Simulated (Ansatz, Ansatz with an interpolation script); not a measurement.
Rows from a G0W0 calculation on Cs3GaF6 (Fm-3m) (Ansatz 0.2.0; G0W0 on LDA, plane waves, PAW; PAW set soft_1; 4×4×4 mesh, 793 empty bands, screening to 140 eV, PAW set soft_1 files), in eV. Spin-orbit coupling is left out.

```csv
row,k,band,start,Σx,Σc at the solution,Vxc
A,Γ,v4,1.449,-30.604,5.528,-23.239
B,"(0.000, 0.000, -0.500)",v1,1.851,-31.409,5.440,-24.147
C,Γ,c1,7.575,-7.063,-3.295,-11.952
D,"(0.000, 0.000, -0.500)",v3,1.759,-31.290,5.876,-23.522
E,Γ,v1,1.811,-31.480,5.896,-23.700
F,"(0.000, 0.000, -0.500)",c1,9.341,-11.165,-3.462,-16.634
```

Question: Work out each quasiparticle level and how far it moved.

The quasiparticle equation reads E = start + Σx + Σc(E) − Vxc.

```csv
row,E (eV),shift (eV)
A,-0.387,−1.836
B,0.029,−1.822
C,9.169,+1.594
D,-0.133,−1.892
E,-0.073,−1.884
F,11.348,+2.006
```

Limits: not at the basis limit; no spin-orbit coupling.

[Paths, hosts, dates, memory and timing lines, banners, echoed tables and standing remarks are left out of the program output.]

[Logs are printed without paths, hosts, clocks, repeated set-up lines and the standing remarks that a program may print on its own settings, such as how far it seeks lower states.]

[Runs of the session that timed out or met a known fault of the program may be left out.]

[Hosts, paths, dates, database ids (printed as entryN), source tags and the programs' standing remarks are cut or masked in the printed files.]
